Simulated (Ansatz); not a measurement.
# Zr (P6_3/mmc, 2 atoms in the cell): zone-centre modes under pressure, part 2 of 2

Aim: how do the optical modes of Zr (P6_3/mmc, 2 atoms in the cell) move with volume?

Ansatz 0.2.0; DFT LDA, scalar-relativistic, plane waves, PAW; PAW set soft_1.

So far, highest optical mode at the zone centre (no LO-TO term) (cm⁻¹): step 4 (modes at rest) 172.

**5. Relaxation of a member: 1.06 times the volume at rest**

The cell is set to 1.06 times the volume at rest, and shape and atoms relax at that volume.

Input file input.yaml:

```yaml
crystal:
  lattice:
    - [3.2119931945, 0.0, 0.0]
    - [-1.6059965973, 2.7816677032, 0.0]
    - [0.0, 0.0, 5.1681926605]
  atoms:
    - { symbol: Zr, position: [0.3333333333, 0.6666666667, 0.25] }
    - { symbol: Zr, position: [0.6666666667, 0.3333333333, 0.75] }
kpoints:
  mp_grid: { grid: [15, 15, 8] }
hamiltonian:
  xc: lda
  pseudopotentials: { kind: paw, azcp: { folder: soft_1 }, xc_functional: pbe }
scf:
  occupations: { method: methfessel_paxton, width: 0.2 }
output:
  forces: true
  stress: true
  eigenvalues: true
relax:
  adjacent_minimum: "off"
  f_tol: 0.001
  max_steps: 60
  cell: { stress_tol: 0.01, fix: [volume] }
```

Launch:

```bash
$ ansatz run input.yaml --threads 4 --pin off --max-ram 10240MiB --backend cpu --events-out ev --progress --plain --runs-dir out
```

Numbers of over 12 decimals in the logs are rounded to 6 here.

The log of the run:

```text
[...]
Crystal: 2 atoms, lattice volume = 46.176 Å³
Basis set: ecut = 420 eV, 917 PW (Γ)
Bands: 16, of which v1, the nominal top of the filled ones, is band 12 counted from 1 (11 counted from 0)
Symmetry: 24 space group operations
[...]
k-points: 135 of 1800
[...]
k-point 134: bands = [... 8 lower, 12.3645, 12.3645, 12.5803, 12.5803, 13.8467, 13.8467, 15.8421, 15.8421]
--- Relaxed structure (3 steps of the walk, 3 accepted, 1 SCFs on fresh bases) ---
[...]
cell:  # Å, volume = 46.1762 Å³
    - [3.214779, 2.8892524012572576e-11, 0.0]
    - [-1.607389, 2.784080, 0.0]
    - [0.0, 0.0, 5.159241]
  atoms:
    - { symbol: Zr, position: [0.333333, 0.666667, 0.25] }
    - { symbol: Zr, position: [0.666667, 0.333333, 0.750000] }
[key lines of the parts left out:]
SCF converged after 4 iterations
Free energy (F): -8154.922617 eV
Fermi energy:    13.858457 eV
P = ⅓ Tr σ = -5.4368 GPa (-54.368 kbar)
```

The job ended after 3.6 s (4 threads of AMD EPYC 7B13 (Zen 3), shared host; peak memory 0.48 GiB; 13 s of CPU time).

Step by step:

| step | energy less that of the first step (eV) | largest force component (eV/Å) | pressure (GPa) | volume (Å³) |
| --- | --- | --- | --- | --- |
| 1 | 0.0000 | 0.0000 | -5.45 | 46.18 |
| 2 | -0.0001 | 0.0000 | -5.44 | 46.18 |
| 3 | -0.0001 | 0.0000 | -5.44 | 46.18 |
| 4* | -0.0001 | 0.0000 | -5.44 | 46.18 |

Relaxation steps marked * repeat the geometry before them on a plane-wave basis chosen anew for their cell, so energy and pressure can jump there.

Forces are held to the 24 operations that the run works with; a distortion that breaks them can't arise in this run.

```
conventional cell, symmetrised  before  after  change
                         a (Å)   3.212  3.215  +0.1 %
                         b (Å)   3.212  3.215  +0.1 %
                         c (Å)   5.168  5.159  -0.2 %
              volume (Å³/atom)   23.09  23.09  -0.0 %
```

Final coordinates:

```xyz
2
Lattice="3.2148 0.0000 0.0000 -1.6074 2.7841 0.0000 0.0000 0.0000 5.1592" Properties=species:S:1:pos:R:3 pbc="T T T"
Zr    0.0000    1.8561    1.2898
Zr    1.6074    0.9280    3.8694
```

This step gave:

```
pressure        : -5.437 GPa
volume per atom : 23.09 Å³
```

The forces vanish by symmetry, at a pressure of -5.44 GPa.

**6. Zone-centre modes of the member: 1.06 times the volume at rest**

The zone-centre modes follow for 1.06 times the volume at rest.

input.yaml, the sections that differ from step 5:

```yaml
crystal:
  lattice:
    - [3.2147785871, 0.0, 0.0]
    - [-1.6073892936, 2.784079924, 0.0]
    - [0.0, 0.0, 5.1592407474]
  atoms:
    - { symbol: Zr, position: [0.3333333333, 0.6666666667, 0.25] }
    - { symbol: Zr, position: [0.6666666667, 0.3333333333, 0.75] }
output:
  eigenvalues: true
phonons:
  method: dfpt
# kpoints, hamiltonian, scf: as in step 5
# relax: removed
```

The log of the run:

```text
[...]
Crystal: 2 atoms, lattice volume = 46.176 Å³
Basis set: ecut = 420 eV, 941 PW (Γ), exchange–correlation on 48×48×72 points (8 copies of the dense FFT grid, shifted against one another)
Bands: 16, of which v1, the nominal top of the filled ones, is band 12 counted from 1 (11 counted from 0)
Symmetry: 24 space group operations
k-points: 320 of 1800 (irreducible under 4 space group operations, time reversal used)
[...]
SCF iter   1: F=—  HF=-8155.105950 eV  |F-HF|=—  |Δ(HF+E_count)|=         —  Δρ=2.84e-2  dr2=4.71e-1  ethr=3.10e-3  ⟨swp⟩=5.1  Hψ=47127  notcnv=0
[...]
SCF iter   9: F=-8154.922618 eV  HF=-8154.922618 eV  |F-HF|=1.82e-12  |Δ(HF+E_count)|=  1.82e-12  S|Δr|=    0.00e0  Δρ=2.70e-8  dr2=2.03e-13  ethr=1.00e-12  ⟨swp⟩=9.7  Hψ=26364  notcnv=0
SCF 1 converged in 9 iterations: F = -8154.922618 eV  dr2 = 2.03e-13
[...]
SCF converged after 9 iterations
[...]
Free energy (F): -8154.922618 eV
[...]
Internal energy: -8154.924630 eV  (E = F + TS)
E sigma→0 (E₀):  -8154.923121 eV
Entropy (-TS):   0.002012 eV (1.006 meV/atom)
Fermi energy:    13.858457 eV
[...]
--- Band table (eV; the first three rows and the last of 320) ---
  k-point 0: bands = [... 8 lower, 8.1779, 10.7759, 14.6877, 14.6877, 14.7658, 15.0575, 15.3687, 15.3687, ... 4 higher]
  k-point 1: bands = [... 8 lower, 8.3093, 10.7673, 14.6216, 14.6216, 14.6670, 14.8078, 15.2729, 15.2729, ... 4 higher]
  k-point 2: bands = [... 8 lower, 8.6852, 10.6896, 14.2826, 14.4066, 14.5253, 14.5253, 15.0454, 15.0454, ... 4 higher]
  k-point 319: bands = [... 8 lower, 11.5549, 11.5549, 13.1901, 13.1901, 13.8773, 13.8773, 15.6575, 15.6575, ... 4 higher]
[...]
ASR residual: 2.151e-6 → 0.000e0 eV/Å²; symmetrization residual: 2.453e-10 eV/Å²
  ASR residual per site (eV/Å²): 2.15e-6 2.15e-6
  Γ frequencies (cm⁻¹): 0.00 0.00 0.00 61.61 61.61 143.50
[...]
```

Elapsed: 13 s, on 4 threads; peak memory 1.1 GiB.

This step gave:

```yaml
sum_rule_residual_before_enforcement: 2.15e-6 eV/Å²
highest_optical_mode_at_the_zone_centre_no_lo_to_term: 143.5 cm⁻¹
lowest_optical_zone_centre_mode: 61.61 cm⁻¹
```

Patterns of degenerate modes are one choice out of their space. Modes at Γ:

| mode | frequency (cm⁻¹) | symmetry |
| --- | --- | --- |
| 1 | 0.0 | acoustic |
| 2 | 0.0 | acoustic |
| 3 | 0.0 | acoustic |
| 4 | 61.6 | E2g |
| 5 | 61.6 | E2g |
| 6 | 143.5 | B1g |

Displacements in mode 5 (61.6 cm⁻¹), the largest set to 1:
```
Zr1  0.00  1.00  0.00
Zr2  0.00 -1.00  0.00
```

Displacements in mode 6 (143.5 cm⁻¹), the largest set to 1:
```
Zr1  0.00  0.00  1.00
Zr2  0.00  0.00 -1.00
```

The lowest optical mode is real, 61.6 cm⁻¹, and the highest lies at 143.5 cm⁻¹.

Between step 4 and this run (volume ratio 1.06) the value for the highest optical mode at the zone centre (no LO-TO term) moves from 172 cm⁻¹ to 144 cm⁻¹ (-16 %).

**7. A member of the series: 0.9 times the volume at rest**

The cell is set to 0.9 times the volume at rest, and shape and atoms relax at that volume.

input.yaml, the sections that differ from step 6:

```yaml
crystal:
  lattice:
    - [3.0131631178, 0.0, 0.0]
    - [-1.5065815589, 2.6094758058, 0.0]
    - [0.0, 0.0, 4.9863101273]
  atoms:
    - { symbol: Zr, position: [0.3333333333, 0.6666666667, 0.25] }
    - { symbol: Zr, position: [0.6666666667, 0.3333333333, 0.75] }
output:
  forces: true
  stress: true
  eigenvalues: true
relax:
  adjacent_minimum: "off"
  f_tol: 0.001
  max_steps: 60
  cell: { stress_tol: 0.01, fix: [volume] }
# kpoints, hamiltonian, scf: as in step 6
# phonons: removed
```

The log of the run:

```text
[...]
Crystal: 2 atoms, lattice volume = 39.206 Å³
Basis set: ecut = 420 eV, 761 PW (Γ)
Bands: 16, of which v1, the nominal top of the filled ones, is band 12 counted from 1 (11 counted from 0)
Symmetry: 24 space group operations
[...]
k-points: 135 of 1800
[...]
k-point 134: bands = [... 8 lower, 14.8915, 14.8915, 15.2603, 15.2603, 16.9301, 16.9301, 18.8668, 18.8668]
--- Relaxed structure (3 steps of the walk, 3 accepted, 1 SCFs on fresh bases) ---
[...]
cell:  # Å, volume = 39.2062 Å³
    - [3.007307, 0, 0]
    - [-1.503654, 2.604404, 0]
    - [0, 0, 5.005748]
  atoms:
    - { symbol: Zr, position: [0.333333, 0.666667, 0.25] }
    - { symbol: Zr, position: [0.666667, 0.333333, 0.75] }
[key lines of the parts left out:]
SCF converged after 5 iterations
Free energy (F): -8154.811378 eV
Fermi energy:    16.687840 eV
P = ⅓ Tr σ = 12.4209 GPa (124.209 kbar)
```

Elapsed: 3.5 s, on 4 threads; peak memory 0.45 GiB; 12 s of CPU time.

Relaxation path:

```csv
step,energy less that of the first step (eV),largest force component (eV/Å),pressure (GPa),volume (Å³)
1,0.0000,0.0000,12.51,39.21
2,-0.0003,0.0000,12.43,39.21
3,-0.0003,0.0000,12.42,39.21
4*,-0.0003,0.0000,12.42,39.21
```

Relaxation steps marked * repeat the geometry before them on a plane-wave basis chosen anew for their cell, so energy and pressure can jump there.

Forces are held to the 24 operations that the run works with; a distortion that breaks them can't arise in this run.

```
conventional cell, symmetrised  before  after  change
                         a (Å)   3.013  3.007  -0.2 %
                         b (Å)   3.013  3.007  -0.2 %
                         c (Å)   4.986  5.006  +0.4 %
              volume (Å³/atom)   19.60  19.60  +0.0 %
```

The relaxed structure:

```cif
data_structure
_symmetry_space_group_name_H-M 'P 1'
_symmetry_Int_Tables_number 1
_cell_length_a 3.0073
_cell_length_b 3.0073
_cell_length_c 5.0057
_cell_angle_alpha 90.000
_cell_angle_beta 90.000
_cell_angle_gamma 120.000
_cell_volume 39.21
loop_
_atom_site_label
_atom_site_type_symbol
_atom_site_fract_x
_atom_site_fract_y
_atom_site_fract_z
_atom_site_occupancy
Zr1 Zr 0.33333 0.66667 0.25000 1
Zr2 Zr 0.66667 0.33333 0.75000 1
```

Numbers from this step:

| Property | Result |
| --- | --- |
| pressure | 12.42 GPa |
| volume per atom | 19.60 Å³ |

The forces vanish by symmetry, at a pressure of 12.42 GPa.

**8. Modes of this member: 0.9 times the volume at rest**

The zone-centre modes follow for 0.9 times the volume at rest.

input.yaml, the sections that differ from step 7:

```yaml
crystal:
  lattice:
    - [3.0073071968, 0.0, 0.0]
    - [-1.5036535984, 2.6044044294, 0.0]
    - [0.0, 0.0, 5.0057480267]
  atoms:
    - { symbol: Zr, position: [0.3333333333, 0.6666666667, 0.25] }
    - { symbol: Zr, position: [0.6666666667, 0.3333333333, 0.75] }
output:
  eigenvalues: true
phonons:
  method: dfpt
# kpoints, hamiltonian, scf: as in step 7
# relax: removed
```

The log of the run:

```text
[...]
Crystal: 2 atoms, lattice volume = 39.206 Å³
Basis set: ecut = 420 eV, 749 PW (Γ), exchange–correlation on 48×48×72 points (8 copies of the dense FFT grid, shifted against one another)
Bands: 16, of which v1, the nominal top of the filled ones, is band 12 counted from 1 (11 counted from 0)
Symmetry: 24 space group operations
k-points: 320 of 1800 (irreducible under 4 space group operations, time reversal used)
[...]
k-point 2: bands = [... 8 lower, 11.4125, 13.2179, 16.9299, 17.4027, 17.4905, 17.4905, 18.0465, 18.0465, ... 4 higher]
  k-point 319: bands = [... 8 lower, 14.0857, 14.0857, 15.8983, 15.8983, 16.9004, 16.9004, 18.7448, 18.7448, ... 4 higher]
[...]
ASR residual: 1.210e-5 → 0.000e0 eV/Å²; symmetrization residual: 7.494e-14 eV/Å²
  ASR residual per site (eV/Å²): 1.21e-5 1.21e-5
  Γ frequencies (cm⁻¹): 0.00 0.00 0.00 34.71 34.71 224.40
[...]
[key lines of the parts left out:]
SCF converged after 8 iterations
Free energy (F): -8154.811378 eV
Fermi energy:    16.687841 eV
```

Elapsed: 12 s, on 4 threads; peak memory 0.96 GiB; 43 s of CPU time.

Numbers from this step:

- sum-rule residual before enforcement: 1.21e-5 eV/Å²
- highest optical mode at the zone centre (no LO-TO term): 224.4 cm⁻¹
- lowest optical zone-centre mode: 34.71 cm⁻¹

Patterns of degenerate modes are one choice out of their space. Modes at Γ:

| mode | frequency (cm⁻¹) | symmetry |
| --- | --- | --- |
| 1 | 0.0 | acoustic |
| 2 | 0.0 | acoustic |
| 3 | 0.0 | acoustic |
| 4 | 34.7 | E2g |
| 5 | 34.7 | E2g |
| 6 | 224.4 | B1g |

Displacements in mode 5 (34.7 cm⁻¹), the largest set to 1:
```
Zr1  0.00 -1.00  0.00
Zr2  0.00  1.00  0.00
```

Displacements in mode 6 (224.4 cm⁻¹), the largest set to 1:
```
Zr1  0.00  0.00  1.00
Zr2  0.00  0.00 -1.00
```

The lowest optical mode is real, 34.7 cm⁻¹, and the highest lies at 224.4 cm⁻¹.

Between step 4 and this run (volume ratio 0.9) the value for the highest optical mode at the zone centre (no LO-TO term) moves from 172 cm⁻¹ to 224 cm⁻¹ (+31 %).

**9. The series together**

The members are set side by side, also those not shown above.

Each row is one cell with its response, relaxed at fixed volume as far as symmetry leaves anything free; energies are extrapolated to zero smearing, and E0 is that at rest; shape and atoms are relaxed in each cell where symmetry leaves them free; all runs use 15×15×8 k points and Methfessel-Paxton smearing of 0.2 eV. State of the crystal along the series:

| volume ratio | V (Å³/atom) | pressure (GPa) | E - E0 (meV/atom) | first cell vector (Å) | third cell vector (Å) |
| --- | --- | --- | --- | --- | --- |
| 0.9 | 19.6 | 12.42 | 78.55 | 3.007 | 5.006 |
| 0.92 | 20.04 | 9.498 | 48.86 | 3.035 | 5.023 |
| 0.94 | 20.47 | 6.83 | 26.73 | 3.063 | 5.039 |
| 0.96 | 20.91 | 4.372 | 11.56 | 3.091 | 5.056 |
| 0.98 | 21.35 | 2.102 | 2.82 | 3.117 | 5.073 |
| 0.99 | 21.56 | 1.031 | 0.698 | 3.13 | 5.082 |
| 1 | 21.78 | 7.30e-5 | 0 | 3.143 | 5.092 |
| 1.02 | 22.22 | -1.952 | 2.673 | 3.168 | 5.113 |
| 1.04 | 22.65 | -3.763 | 10.46 | 3.192 | 5.136 |
| 1.06 | 23.09 | -5.437 | 22.98 | 3.215 | 5.159 |

Each mode is tracked from rest by its pattern, and modes that stay within 0.3 cm⁻¹ of each other stand once; shape and atoms are relaxed in each cell where symmetry leaves them free; all runs use 15×15×8 k points and Methfessel-Paxton smearing of 0.2 eV. Optical modes along the series:

| V (Å³/atom) | mode 4 E2g (cm⁻¹) | mode 6 B1g (cm⁻¹) |
| --- | --- | --- |
| 19.6 | 34.71 | 224.4 |
| 20.04 | 37.43 | 213.8 |
| 20.47 | 40.9 | 202.8 |
| 20.91 | 44.41 | 192 |
| 21.35 | 48.04 | 181.7 |
| 21.56 | 49.94 | 176.6 |
| 21.78 | 51.85 | 171.7 |
| 22.22 | 55.5 | 162.2 |
| 22.65 | 58.76 | 152.8 |
| 23.09 | 61.61 | 143.5 |

From cubic fits (parabolas where under five rows exist) of ln ω and P against ln V through the rows within about 4 % of rest: γ = −d ln ω / d ln V and dω/dP = γ ω / B. Slopes at rest:

| mode | fitted frequency at rest (cm⁻¹) | Grüneisen parameter γ | dω/dP (cm⁻¹/GPa) |
| --- | --- | --- | --- |
| mode 4 E2g | 51.8 | -3.65 | -1.87 |
| mode 6 B1g | 171.7 | 2.83 | 4.8 |

**10. What came out**

* members: 10
* highest optical mode at the zone centre (no LO-TO term), at rest: 171.7 cm⁻¹
* bulk modulus at rest: 101 GPa
* mode 4 E2g, γ: -3.65
* mode 6 B1g, γ: 2.83

**Reading.** The series spans -5.4 to 12.4 GPa, and the slope at rest gives a bulk modulus of 101 GPa. Among the modes in the table of slopes γ runs from -3.65 (mode 4 E2g) to 2.83 (mode 6 B1g). A negative γ means that the mode softens under pressure. One k mesh and one cutoff serve the ground states and modes of all volumes. These are harmonic frequencies at zero temperature: anharmonic shifts, linewidths and thermal expansion are left out. With no gap, or one that is small against the smearing, the frequencies hang on the k mesh and the smearing, most of all near Kohn anomalies. The PAW files were made for PBE; the program adapts parts of them to the functional of the run, but their partial waves stay those of PBE, an approximation that was not tested in this session. Only the zone centre was solved, so an instability at another wavevector cannot show here.

[Logs are printed without paths, hosts, clocks, repeated set-up lines and the standing remarks that a program may print on its own settings, such as how far it seeks lower states.]

[Hosts, paths, dates, database ids (printed as entryN), source tags and the programs' standing remarks are cut or masked in the printed files.]
